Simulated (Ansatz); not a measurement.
The compound is ReCl2 (1T sheet).

The cell holds 3 atoms: 1 Re and 2 Cl. Its edges and angles: a = 3.595 Å, b = 3.595 Å, c = 30.112 Å, α = 90.0°, β = 90.0°, γ = 120.0°. Vacuum lies along c.

```xyz
3
Lattice="2.5420 -2.5420 0.0000 -2.5420 0.0000 -2.5420 17.3850 17.3850 -17.3850" Properties=species:S:1:pos:R:3
Re    5.5298    5.5298   -5.5298
Cl    5.3480    5.3480   -7.8900
Cl    5.7116    3.1696   -5.7116
```

The structure was relaxed with LDA. The structure was generated from a model, not taken from a measurement. The runs that relaxed it are not among those shown. The program's search for lower electronic states was switched off, so nothing shows that the state found is the lowest. Spin-orbit coupling is left out unless a run names it. PAW set soft_2, made with PBE.

A constrained-RPA run (Ansatz 0.2.0; non-magnetic LDA; Re t2g, bands v3 to v1, 6×6×1 mesh, medium accuracy) builds 3 functions on bands 1.6 eV wide, with 5.0 electrons in the window. The bare on-site interaction is 10.7 eV and the bare J 0.39 eV.

Q: Estimate U, U′ and J.

On the Re t2g shell, U = 3.03 eV (28 % of the bare value), U′ = 2.44 eV, J = 0.26 eV.

The parent state is non-magnetic and the interaction static (zero frequency); U depends on the window and the orbitals, so it belongs to this model alone. Spin-orbit coupling, which is strong for atoms this heavy, is left out.

[Paths, hosts, dates, memory and timing lines, banners, echoed tables and standing remarks are left out of the program output.]

[Logs are printed without paths, hosts, clocks, repeated set-up lines and the standing remarks that a program may print on its own settings, such as how far it seeks lower states.]

[Runs of the session that timed out or met a known fault of the program may be left out.]

[Hosts, paths, dates, database ids (printed as entryN), source tags and the programs' standing remarks are cut or masked in the printed files.]
